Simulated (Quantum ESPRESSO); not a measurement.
# Voltage at the next charge: Nb2NS2 MXene, 1 layer against an electrode

**Set-up.** Quantum ESPRESSO 7.5, LDA, GBRV ultrasoft; ESM with bc3, a metal electrode 7.27 Å above the top atoms; cell area 9.466 Å²; ions fixed. V is the potential energy of an electron at the electrode over the slab's Fermi level, divided by e, so that it equals the work function at zero charge; positive charge removes electrons.

| charge (e a cell) | V (V) |
| --- | --- |
| 0 | 5.677 |
| 0.0123 | 7.167 |
| 0.0246 | 8.661 |

One more run was made and is withheld. What is V at a charge of 0.0493 e, and what capacitance do the rows imply?

By hand: The last two rows give dV/dq = (8.661 − 7.167)/(0.0246 − 0.0123) = 121.5 V/e, so C = 1602/(9.466 × 121.5) = 1.39 µF/cm², an effective gap of 8.854/1.39 = 6.35 Å. At constant C, V = 8.661 + 121.5 × 0.0247 = 11.66 V.

What the calculation gave: V = 11.676 V; the estimate misses by −0.01 V, 0.5 % of the step. Over the three intervals C goes 1.40, 1.39 and 1.39 µF/cm².

**Limits.** Vacuum fills the gap; a dielectric or electrolyte would change C. The slab is thin.
